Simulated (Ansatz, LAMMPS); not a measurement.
# 41In2O3-59Ga2O3 (mol %) with crystalline order left by the classical run (85 atoms) under strain, part 3 of 4

Aim: relax 41In2O3-59Ga2O3 (mol %) with crystalline order left by the classical run (85 atoms), then change its volume and shape to read moduli from the stress.

Ansatz 0.2.0; Kohn-Sham DFT, PBE, PAW (set soft_2), plane waves.

The cell: 14 In, 20 Ga and 51 O. The quench rate of 10 K/ps far exceeds what a furnace or splat quench reaches. The starting topology of bonds comes from the classical model. Only the Γ point is sampled.

So far. Step 2 (Single point at the start): The r.m.s. force at the start is 0.55 eV/Å. Step 3 (Cell and atoms relaxed): The relaxation converged after 26 steps, with a largest force component of 0.011 eV/Å.

## 5. Volume -3 %

The relaxed cell is scaled evenly and the atoms are relaxed again; the stress at the end gives one point of P(V).

Contents of input.yaml:

```yaml
crystal:
  lattice:
    - [10.13328, 0.15307, -0.06446]
    - [0.15307, 10.07393, -0.21751]
    - [-0.06446, -0.21751, 9.9899]
  atoms:
    [... the 85 atom lines of step 4 ...]
kpoints:
  mp_grid: { grid: [1, 1, 1] }
hamiltonian:
  xc: pbe
scf:
  occupations: { method: gaussian, width: 0.025 }
output:
  forces: true
  eigenvalues: true
  stress: true
relax:
  f_tol: 0.05
  max_steps: 70
```

Run with:

```console
$ ansatz run input.yaml --threads 4 --pin off --max-ram 8192MiB --backend cpu --events-out ev --progress --plain --runs-dir out
```

Numbers of over 12 decimals in the logs are rounded to 6 here.

Log:

```text
Warning: output.stress: scf.convergence.dr2_threshold = 1e-7 eV (the SCF's general default) is looser than the 8.5e-9 eV advised for a printed stress (1e-10 eV for each atom of the cell: 85). What an SCF threshold leaves in a stress goes as its square root, and in the free energy as the threshold itself, and one threshold admits the most on a small cell: [...]
[...]
Crystal: 85 atoms, lattice volume = 1019.037 Å³
Basis set: ecut = 420 eV, 19903 PW (Γ), exchange–correlation on 144×144×144 points (8 copies of the dense FFT grid, shifted against one another)
Bands: 459, of which v1, the nominal top of the filled ones, is band 374 counted from 1 (373 counted from 0)
Symmetry: 1 space group operations
[...]
k-points: 1
[...]
SCF iter   1: F=—  HF=-182976.929007 eV  |F-HF|=—  |Δ(HF+E_count)|=         —  Δρ=2.63e-3  dr2=1.25e-1  ethr=1.77e-3  ⟨swp⟩=6.0  Hψ=1687  notcnv=0
[...]
SCF iter   6: F=-182976.912800 eV  HF=-182976.912797 eV  |F-HF|=2.45e-6  |Δ(HF+E_count)|=   1.61e-5  Δρ=3.70e-5  dr2=1.36e-5  ethr=8.36e-9  ⟨swp⟩=8.0  Hψ=2289  notcnv=0
SCF 1 converged in 6 iterations: F = -182976.912800 eV  dr2 = 1.36e-5
[...]
relax step   1: F+E_penalty+E_count = -182976.91279991 eV  Δ(F+E_penalty+E_count) = +0.000e0 eV  max|allowed force component| = 2.751e-1 eV/Å  Δτ_max = 0.0000 Å  (6 SCF iters, dr2 threshold 6.25e-5 eV, accepted)
[...]
relax step   2: F+E_penalty+E_count = -182977.01378939 eV  Δ(F+E_penalty+E_count) = -1.010e-1 eV  max|allowed force component| = 1.724e-1 eV/Å  Δτ_max = 0.0445 Å  (7 SCF iters, dr2 threshold 4.73e-6 eV, accepted)
[...]
relax step   3: F+E_penalty+E_count = -182977.09466172 eV  Δ(F+E_penalty+E_count) = -8.087e-2 eV  max|allowed force component| = 1.136e-1 eV/Å  Δτ_max = 0.0501 Å  (10 SCF iters, accepted)
relax step   4: F+E_penalty+E_count = -182977.06992702 eV  Δ(F+E_penalty+E_count) = +2.473e-2 eV  max|allowed force component| = 3.733e-1 eV/Å  Δτ_max = 0.2000 Å  (9 SCF iters, dr2 threshold 5.06e-6 eV, rejected (line search))
relax step   5: F+E_penalty+E_count = -182977.14935909 eV  Δ(F+E_penalty+E_count) = -5.470e-2 eV  max|allowed force component| = 9.966e-2 eV/Å  Δτ_max = 0.0976 Å  (11 SCF iters, accepted)
relax step   6: F+E_penalty+E_count = -182977.15004609 eV  Δ(F+E_penalty+E_count) = -6.870e-4 eV  max|allowed force component| = 7.080e-2 eV/Å  Δτ_max = 0.1000 Å  (7 SCF iters, dr2 threshold 4.31e-6 eV, accepted)
relax step   7: F+E_penalty+E_count = -182977.15592774 eV  Δ(F+E_penalty+E_count) = -5.882e-3 eV  max|allowed force component| = 5.799e-2 eV/Å  Δτ_max = 0.0681 Å  (7 SCF iters, dr2 threshold 2.53e-6 eV, accepted)
[...]
relax step   8: F+E_penalty+E_count = -182977.15879005 eV  Δ(F+E_penalty+E_count) = -2.862e-3 eV  max|allowed force component| = 1.392e-2 eV/Å  Δτ_max = 0.0090 Å  (7 SCF iters, accepted)
SCF converged after 7 iterations
Free energy (F): -182977.158790 eV
[...]
Internal energy: -182977.158790 eV  (E = F + TS)
E sigma→0 (E₀):  -182977.158790 eV
Fermi energy:    8.711987 eV
[...]
--- Forces (eV/Å), atoms counted from 1 ---
  atom   1  In    -0.00105993    -0.00444225    -0.00657453
  atom   2  In     0.00136858    -0.00008593    -0.00904834
  atom   3  In     0.00644104     0.00027214    -0.00337264
  atom   4  In    -0.00411197     0.00607377    -0.00665754
  atom   5  In    -0.00113979     0.00048718    -0.00341100
  atom   6  In    -0.00246730    -0.00455856     0.00040876
  atom   7  In    -0.00007511     0.00227022    -0.00342917
  atom   8  In    -0.00339980     0.00232826     0.00750333
  atom   9  In    -0.00101856    -0.00308684    -0.00117595
  atom  10  In     0.00246789     0.00338105    -0.00361014
  atom  11  In     0.00631714     0.00275071     0.00681999
  atom  12  In     0.00515951    -0.00644605     0.00387586
  atom  13  In     0.00295546     0.01392519    -0.00647584
  atom  14  In    -0.00423622    -0.00322476     0.00447322
[...]
atom  84  O      0.00088858     0.00011760     0.00098032
  atom  85  O      0.00208742     0.00147500    -0.00258998
  max |Σ_I F_I| component: 2.36e-4 eV/Å
--- Stress (GPa, compression-positive) ---
        2.516677      -0.289405      -0.147553
       -0.289404       2.701971      -0.006408
       -0.147553      -0.006408       2.213439
  P = ⅓ Tr σ = 2.4774 GPa (24.774 kbar)
--- Band table (eV) ---
[...]
--- Relaxed structure (8 steps of the walk, 7 accepted, 0 SCFs on fresh bases) ---
  F+E_penalty+E_count = -182977.15879005 eV   max|allowed force component| = 1.392e-2 eV/Å
  atoms:
    - { symbol: In, position: [0.131122, 0.171805, 0.088166] }
    - { symbol: In, position: [0.538509, 0.919018, 0.453397] }
    - { symbol: In, position: [0.254115, 0.683490, 0.334222] }
    - { symbol: In, position: [0.281502, 0.780179, 0.690780] }
[...]
- { symbol: O, position: [0.094353, 0.462505, 0.897324] }
```

It took 86 s on 4 threads of AMD EPYC 9R14 (Zen 4), shared host; peak memory 1.7 GiB.

The program notes that the SCF threshold is loose for the stress.

The relaxation converged after 8 steps, 0.246 eV below its start, with a largest force component of 0.014 eV/Å.

Volume -3 %: the energy stands 0.253 eV above that of the reference, at a pressure of 2.48 GPa.

## 6. Volume +3 %

The relaxed cell is scaled to another volume.

Input and log are left out; they have the form of those shown for this kind of step.

The job ended after 100 s (4 threads of AMD EPYC 9R14 (Zen 4), shared host; peak memory 1.8 GiB).

The relaxation converged after 9 steps, 0.199 eV below its start, with a largest force component of 0.048 eV/Å.

Volume +3 %: the energy stands 0.250 eV above that of the reference, at a pressure of -2.34 GPa.

## 7. Volume -6 %

The relaxed cell is scaled to another volume.

input.yaml, the sections that differ from step 5:

```yaml
crystal:
  lattice:
    - [10.02772, 0.15147, -0.06379]
    - [0.15147, 9.96898, -0.21524]
    - [-0.06379, -0.21524, 9.88583]
  atoms:
    [... the 85 atom lines of step 4 ...]
# kpoints, hamiltonian, scf, output, relax: as in step 5
```

Log:

```text
[...]
Crystal: 85 atoms, lattice volume = 987.520 Å³
Basis set: ecut = 420 eV, 19305 PW (Γ), exchange–correlation on 144×144×144 points (8 copies of the dense FFT grid, shifted against one another)
Bands: 459, of which v1, the nominal top of the filled ones, is band 374 counted from 1 (373 counted from 0)
Symmetry: 1 space group operations
[...]
k-points: 1
[...]
SCF iter   1: F=—  HF=-182975.332048 eV  |F-HF|=—  |Δ(HF+E_count)|=         —  Δρ=2.68e-3  dr2=1.22e-1  ethr=1.77e-3  ⟨swp⟩=6.0  Hψ=1705  notcnv=0
[...]
SCF iter   5: F=—  HF=-182975.314122 eV  |F-HF|=—  |Δ(HF+E_count)|=   4.31e-5  Δρ=1.31e-4  dr2=1.60e-4  ethr=6.78e-8  ⟨swp⟩=2.0  Hψ=750  notcnv=0  defer=80
SCF iter   6: F=-182975.314139 eV  HF=-182975.314136 eV  |F-HF|=2.64e-6  |Δ(HF+E_count)|=   1.43e-5  Δρ=3.55e-5  dr2=1.21e-5  ethr=8.36e-9  ⟨swp⟩=9.0  Hψ=2360  notcnv=0
SCF 1 converged in 6 iterations: F = -182975.314139 eV  dr2 = 1.21e-5
[...]
relax step   1: F+E_penalty+E_count = -182975.31413879 eV  Δ(F+E_penalty+E_count) = +0.000e0 eV  max|allowed force component| = 5.798e-1 eV/Å  Δτ_max = 0.0000 Å  (6 SCF iters, dr2 threshold 6.25e-5 eV, accepted)
[...]
relax step   2: F+E_penalty+E_count = -182975.74509010 eV  Δ(F+E_penalty+E_count) = -4.310e-1 eV  max|allowed force component| = 3.649e-1 eV/Å  Δτ_max = 0.0892 Å  (7 SCF iters, dr2 threshold 2.10e-5 eV, accepted)
[...]
relax step   3: F+E_penalty+E_count = -182976.10049742 eV  Δ(F+E_penalty+E_count) = -3.554e-1 eV  max|allowed force component| = 2.611e-1 eV/Å  Δτ_max = 0.1057 Å  (8 SCF iters, dr2 threshold 8.32e-6 eV, accepted)
relax step   4: F+E_penalty+E_count = -182976.37547620 eV  Δ(F+E_penalty+E_count) = -2.750e-1 eV  max|allowed force component| = 4.643e-1 eV/Å  Δτ_max = 0.2000 Å  (8 SCF iters, dr2 threshold 2.70e-5 eV, accepted)
relax step   5: F+E_penalty+E_count = -182976.41047681 eV  Δ(F+E_penalty+E_count) = -3.500e-2 eV  max|allowed force component| = 2.353e-1 eV/Å  Δτ_max = 0.0422 Å  (6 SCF iters, dr2 threshold 1.00e-4 eV, accepted)
relax step   6: F+E_penalty+E_count = -182976.42100693 eV  Δ(F+E_penalty+E_count) = -1.053e-2 eV  max|allowed force component| = 1.615e-1 eV/Å  Δτ_max = 0.2000 Å  (8 SCF iters, dr2 threshold 1.42e-5 eV, accepted)
relax step   7: F+E_penalty+E_count = -182976.41981544 eV  Δ(F+E_penalty+E_count) = +1.191e-3 eV  max|allowed force component| = 3.021e-1 eV/Å  Δτ_max = 0.2000 Å  (9 SCF iters, dr2 threshold 6.70e-6 eV, rejected (line search))
[...]
relax step   8: F+E_penalty+E_count = -182976.46358613 eV  Δ(F+E_penalty+E_count) = -4.258e-2 eV  max|allowed force component| = 3.657e-2 eV/Å  Δτ_max = 0.1000 Å  (11 SCF iters, accepted)
SCF converged after 11 iterations
Free energy (F): -182976.463586 eV
[...]
Internal energy: -182976.463586 eV  (E = F + TS)
E sigma→0 (E₀):  -182976.463586 eV
Fermi energy:    9.215458 eV
[...]
Σ components = -182976.463586   (vs F -182976.463586, Δ=0.00e0)
--- Forces (eV/Å), atoms counted from 1 ---
  atom   1  In    -0.00303003    -0.02103249     0.02204825
  atom   2  In     0.00807308     0.00965710    -0.00459828
  atom   3  In    -0.00076790     0.02720040    -0.00997238
  atom   4  In     0.01112201    -0.00966757    -0.00324752
[...]
atom  85  O     -0.01145436    -0.00145809    -0.00714838
  max |Σ_I F_I| component: 5.47e-5 eV/Å
--- Stress (GPa, compression-positive) ---
        4.846561      -1.013020      -0.799681
       -1.013020       5.158001      -0.046666
       -0.799681      -0.046666       4.033143
  P = ⅓ Tr σ = 4.6792 GPa (46.792 kbar)
--- Band table (eV) ---
[...]
--- Relaxed structure (8 steps of the walk, 7 accepted, 0 SCFs on fresh bases) ---
  F+E_penalty+E_count = -182976.46358613 eV   max|allowed force component| = 3.657e-2 eV/Å
  atoms:
    - { symbol: In, position: [0.137189, 0.173806, 0.087626] }
    - { symbol: In, position: [0.529419, 0.914517, 0.447461] }
    - { symbol: In, position: [0.257019, 0.684290, 0.330657] }
    - { symbol: In, position: [0.276033, 0.777686, 0.688421] }
[...]
- { symbol: O, position: [0.093709, 0.464101, 0.920525] }
```

Wall time 85 s (4 threads); peak memory 1.7 GiB; 5.3 min of CPU time.

The relaxation converged after 8 steps, 1.15 eV below its start, with a largest force component of 0.037 eV/Å.

Volume -6 %: the energy stands 0.948 eV above that of the reference, at a pressure of 4.68 GPa.

## 8. Volume +6 %

The relaxed cell is scaled to another volume.

Input and log are left out; they have the form of those shown for this kind of step.

Elapsed: 3.2 min, on 4 threads of AMD EPYC 9R14 (Zen 4), shared host; peak memory 1.8 GiB; 12 min of CPU time.

The relaxation converged after 17 steps, 0.948 eV below its start, with a largest force component of 0.047 eV/Å.

Volume +6 %: the energy stands 0.710 eV above that of the reference, at a pressure of -2.81 GPa.

## 9. Volume -10 %

The relaxed cell is scaled to another volume.

Input and log are left out; they have the form of those shown for this kind of step.

It took 88 s on 4 threads of AMD EPYC 9R14 (Zen 4), shared host; peak memory 1.7 GiB.

The relaxation converged after 9 steps, 3.47 eV below its start, with a largest force component of 0.029 eV/Å.

Volume -10 %: the energy stands 2.84 eV above that of the reference, at a pressure of 10.2 GPa.

## 10. Stretched by 1 % along x

The relaxed cell is strained along x alone, which gives the stiffness along x and its coupling to y and z.

input.yaml, the sections that differ from step 7:

```yaml
crystal:
  lattice:
    - [10.33906, 0.15463, -0.06512]
    - [0.15618, 10.17673, -0.21973]
    - [-0.06577, -0.21973, 10.09184]
  atoms:
    [... the 85 atom lines of step 4 ...]
# kpoints, hamiltonian, scf, output, relax: as in step 7
```

Log:

```text
[...]
Crystal: 85 atoms, lattice volume = 1061.059 Å³
Basis set: ecut = 420 eV, 20731 PW (Γ), exchange–correlation on 144×144×144 points (8 copies of the dense FFT grid, shifted against one another)
Bands: 459, of which v1, the nominal top of the filled ones, is band 374 counted from 1 (373 counted from 0)
Symmetry: 1 space group operations
[...]
k-points: 1
[...]
SCF iter   1: F=—  HF=-182977.339584 eV  |F-HF|=—  |Δ(HF+E_count)|=         —  Δρ=2.59e-3  dr2=1.31e-1  ethr=1.77e-3  ⟨swp⟩=6.0  Hψ=1673  notcnv=0
[...]
SCF iter   6: F=-182977.325470 eV  HF=-182977.325466 eV  |F-HF|=3.83e-6  |Δ(HF+E_count)|=   1.64e-5  Δρ=3.79e-5  dr2=1.51e-5  ethr=8.36e-9  ⟨swp⟩=8.0  Hψ=2281  notcnv=0
SCF 1 converged in 6 iterations: F = -182977.325470 eV  dr2 = 1.51e-5
[...]
relax step   1: F+E_penalty+E_count = -182977.32547031 eV  Δ(F+E_penalty+E_count) = +0.000e0 eV  max|allowed force component| = 1.542e-1 eV/Å  Δτ_max = 0.0000 Å  (6 SCF iters, dr2 threshold 6.25e-5 eV, accepted)
[...]
relax step   2: F+E_penalty+E_count = -182977.34330797 eV  Δ(F+E_penalty+E_count) = -1.784e-2 eV  max|allowed force component| = 1.185e-1 eV/Å  Δτ_max = 0.0163 Å  (8 SCF iters, accepted)
[...]
relax step   3: F+E_penalty+E_count = -182977.35555748 eV  Δ(F+E_penalty+E_count) = -1.225e-2 eV  max|allowed force component| = 4.727e-2 eV/Å  Δτ_max = 0.0162 Å  (9 SCF iters, accepted)
SCF converged after 9 iterations
Free energy (F): -182977.355557 eV
[...]
Internal energy: -182977.355557 eV  (E = F + TS)
E sigma→0 (E₀):  -182977.355557 eV
Fermi energy:    8.071284 eV
[...]
--- Forces (eV/Å), atoms counted from 1 ---
  atom   1  In    -0.00112965     0.01735488    -0.00655882
  atom   2  In     0.04726846    -0.00013626    -0.00428839
  atom   3  In     0.00628831    -0.01704197     0.00447702
  atom   4  In    -0.00870782    -0.00737321     0.00427149
  atom   5  In     0.00960793    -0.00943967     0.00926187
  atom   6  In     0.00433908    -0.00495289     0.01882672
  atom   7  In     0.02083604     0.00754172    -0.03727536
  atom   8  In    -0.00916870    -0.02142396     0.03479630
  atom   9  In     0.02032658    -0.00507872     0.01819510
  atom  10  In     0.00284907    -0.02873252     0.00317858
  atom  11  In     0.00286822     0.00385959     0.00850524
  atom  12  In     0.00565138     0.00272136    -0.01194933
  atom  13  In    -0.00824230     0.03217961    -0.00039458
  atom  14  In    -0.00054444    -0.01436774    -0.00623340
[...]
atom  84  O     -0.02557257    -0.00681414    -0.00392474
  atom  85  O     -0.00968347    -0.00014788    -0.00277231
  max |Σ_I F_I| component: 1.57e-5 eV/Å
--- Stress (GPa, compression-positive) ---
       -1.697452       0.088527      -0.021054
        0.088527      -0.675688      -0.000342
       -0.021054      -0.000342      -0.721639
  P = ⅓ Tr σ = -1.0316 GPa (-10.316 kbar)
--- Band table (eV) ---
[...]
--- Relaxed structure (3 steps of the walk, 3 accepted, 0 SCFs on fresh bases) ---
  F+E_penalty+E_count = -182977.35555748 eV   max|allowed force component| = 4.727e-2 eV/Å
  atoms:
    - { symbol: In, position: [0.127315, 0.168697, 0.088387] }
    - { symbol: In, position: [0.541872, 0.923795, 0.459027] }
    - { symbol: In, position: [0.254926, 0.684282, 0.335723] }
    - { symbol: In, position: [0.282408, 0.779177, 0.693000] }
[...]
- { symbol: O, position: [0.093926, 0.458974, 0.884641] }
```

Wall time 37 s (4 threads); peak memory 1.8 GiB.

The relaxation converged after 3 steps, 0.0301 eV below its start, with a largest force component of 0.047 eV/Å.

Stretched by 1 % along x: the energy stands 0.0561 eV above that of the reference, at a pressure of -1.03 GPa.

## 11. Compressed by 1 % along x

The relaxed cell is strained along x alone, which gives the stiffness along x and its coupling to y and z.

input.yaml, the sections that differ from step 10:

```yaml
crystal:
  lattice:
    - [10.13432, 0.15463, -0.06512]
    - [0.15308, 10.17673, -0.21973]
    - [-0.06447, -0.21973, 10.09184]
  atoms:
    [... the 85 atom lines of step 4 ...]
# kpoints, hamiltonian, scf, output, relax: as in step 10
```

Log:

```text
[...]
Crystal: 85 atoms, lattice volume = 1040.048 Å³
Basis set: ecut = 420 eV, 20313 PW (Γ), exchange–correlation on 144×144×144 points (8 copies of the dense FFT grid, shifted against one another)
Bands: 459, of which v1, the nominal top of the filled ones, is band 374 counted from 1 (373 counted from 0)
Symmetry: 1 space group operations
[...]
k-points: 1
[...]
SCF iter   1: F=—  HF=-182977.332675 eV  |F-HF|=—  |Δ(HF+E_count)|=         —  Δρ=2.60e-3  dr2=1.25e-1  ethr=1.77e-3  ⟨swp⟩=6.0  Hψ=1685  notcnv=0
[...]
SCF iter   6: F=-182977.318645 eV  HF=-182977.318642 eV  |F-HF|=2.83e-6  |Δ(HF+E_count)|=   1.93e-5  Δρ=3.82e-5  dr2=1.51e-5  ethr=8.36e-9  ⟨swp⟩=8.0  Hψ=2280  notcnv=0
SCF 1 converged in 6 iterations: F = -182977.318645 eV  dr2 = 1.51e-5
[...]
relax step   1: F+E_penalty+E_count = -182977.31864512 eV  Δ(F+E_penalty+E_count) = +0.000e0 eV  max|allowed force component| = 1.751e-1 eV/Å  Δτ_max = 0.0000 Å  (6 SCF iters, dr2 threshold 6.25e-5 eV, accepted)
[...]
relax step   2: F+E_penalty+E_count = -182977.33783920 eV  Δ(F+E_penalty+E_count) = -1.919e-2 eV  max|allowed force component| = 1.266e-1 eV/Å  Δτ_max = 0.0146 Å  (8 SCF iters, accepted)
[...]
relax step   3: F+E_penalty+E_count = -182977.35109253 eV  Δ(F+E_penalty+E_count) = -1.325e-2 eV  max|allowed force component| = 4.904e-2 eV/Å  Δτ_max = 0.0171 Å  (9 SCF iters, accepted)
SCF converged after 9 iterations
Free energy (F): -182977.351093 eV
[...]
Internal energy: -182977.351093 eV  (E = F + TS)
E sigma→0 (E₀):  -182977.351093 eV
Fermi energy:    8.381732 eV
[...]
--- Forces (eV/Å), atoms counted from 1 ---
  atom   1  In    -0.00616428    -0.01738977    -0.00081348
  atom   2  In    -0.04903714    -0.00202358     0.00755469
  atom   3  In    -0.00889794     0.02000442    -0.00951259
  atom   4  In     0.01097488     0.00681797    -0.00061179
  atom   5  In    -0.00653424    -0.00550582    -0.00955959
  atom   6  In    -0.00212996     0.00747965    -0.01407451
  atom   7  In    -0.02236102    -0.00602566     0.03347868
  atom   8  In     0.00927836     0.01967154    -0.02632190
  atom   9  In    -0.02067804     0.00206820    -0.01819888
  atom  10  In    -0.00918789     0.02843796    -0.00875508
  atom  11  In    -0.00566293     0.00038243    -0.01274086
  atom  12  In    -0.00445535    -0.00239049     0.00900910
  atom  13  In     0.00249472    -0.02756517    -0.00070993
  atom  14  In     0.00202622     0.01887556     0.00732948
[...]
atom  84  O      0.02392035     0.00517668    -0.00227798
  atom  85  O      0.01335714    -0.00486047     0.00281852
  max |Σ_I F_I| component: 1.12e-5 eV/Å
--- Stress (GPa, compression-positive) ---
        1.789131      -0.014657       0.034673
       -0.014657       0.744888      -0.060440
        0.034673      -0.060440       0.806907
  P = ⅓ Tr σ = 1.1136 GPa (11.136 kbar)
--- Band table (eV) ---
[...]
--- Relaxed structure (3 steps of the walk, 3 accepted, 0 SCFs on fresh bases) ---
  F+E_penalty+E_count = -182977.35109253 eV   max|allowed force component| = 4.904e-2 eV/Å
  atoms:
    - { symbol: In, position: [0.129362, 0.170711, 0.087761] }
    - { symbol: In, position: [0.544863, 0.922373, 0.455124] }
    - { symbol: In, position: [0.255653, 0.685462, 0.335518] }
    - { symbol: In, position: [0.283255, 0.780113, 0.692805] }
[...]
- { symbol: O, position: [0.091740, 0.460673, 0.885556] }
```

Run time: 38 s. Hardware: 4 threads; peak memory 1.7 GiB.

The relaxation converged after 3 steps, 0.0324 eV below its start, with a largest force component of 0.049 eV/Å.

Compressed by 1 % along x: the energy stands 0.0606 eV above that of the reference, at a pressure of 1.11 GPa.

[end of part 3 of 4]

[Logs are printed without paths, hosts, clocks, repeated set-up lines and the standing remarks that a program may print on its own settings, such as how far it seeks lower states.]

[Hosts, paths, dates, database ids (printed as entryN), source tags and the programs' standing remarks are cut or masked in the printed files.]
